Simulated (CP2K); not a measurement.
Consider borylacetonitrile at its PBE geometry (Å).

```xyz
8

B    -1.1209    0.3980   -0.0125
C     0.1833   -0.4740   -0.0620
C     1.4577    0.2052    0.1255
N     2.4674    0.7635    0.2824
H    -1.0886    1.5781    0.1604
H    -2.1636   -0.1698   -0.1549
H     0.0769   -1.2822    0.6861
H     0.1877   -1.0187   -1.0250
```

Method: CP2K XAS_TDP, all-electron GAPW, PBEh(45%), aug-cc-pVDZ, TDA, GW2X-corrected core level, no relativity.

**Question.** Predict the bright core excitations at the C K edge.

Leading lines: C2 290.73 eV and C3 289.28 eV. The leading line of an atom is its first one with 35 % of the strongest within 2.5 eV of its lowest line over the strength cut. Core ionisation energies at this level: C2 293.45 and C3 293.92 eV.

The first six lines of each atom with a strength over 0.0015:

```
                       atom  energy (eV)  states  strength, one atom  above the computed threshold
C2 (bonded to B, C and 2 H)       290.73       1              0.0075                              
                                  290.87       1              0.0166                              
                                  291.77       1              0.0018                              
                                  292.24       1              0.0088                              
                                  292.50       1              0.0148                              
                                  292.79       1              0.0063                              
     C3 (bonded to C and N)       289.28       1              0.0534                              
                                  289.43       1              0.0563                              
                                  293.71       1              0.0044                              
                                  294.27       1              0.0043                           yes
                                  294.43       1              0.0017                           yes
                                  294.56       1              0.0031                           yes
```

Lines are vertical, at one geometry, with no vibrational structure. GW2X ionisation energies and lines can be off by 1 to 2 eV either way, and a good line position may hide errors that cancel. These values hold no scalar relativity, about 0.1 eV for C 1s. Rydberg lines, and the discretised continuum above threshold, depend on the basis and the box.

[Banner, clock and machine lines of the logs are left out without a mark of their own.]

[Logs are printed without paths, hosts, clocks, repeated set-up lines and the standing remarks that a program may print on its own settings, such as how far it seeks lower states.]

[Hosts, paths, dates, database ids (printed as entryN), source tags and the programs' standing remarks are cut or masked in the printed files.]
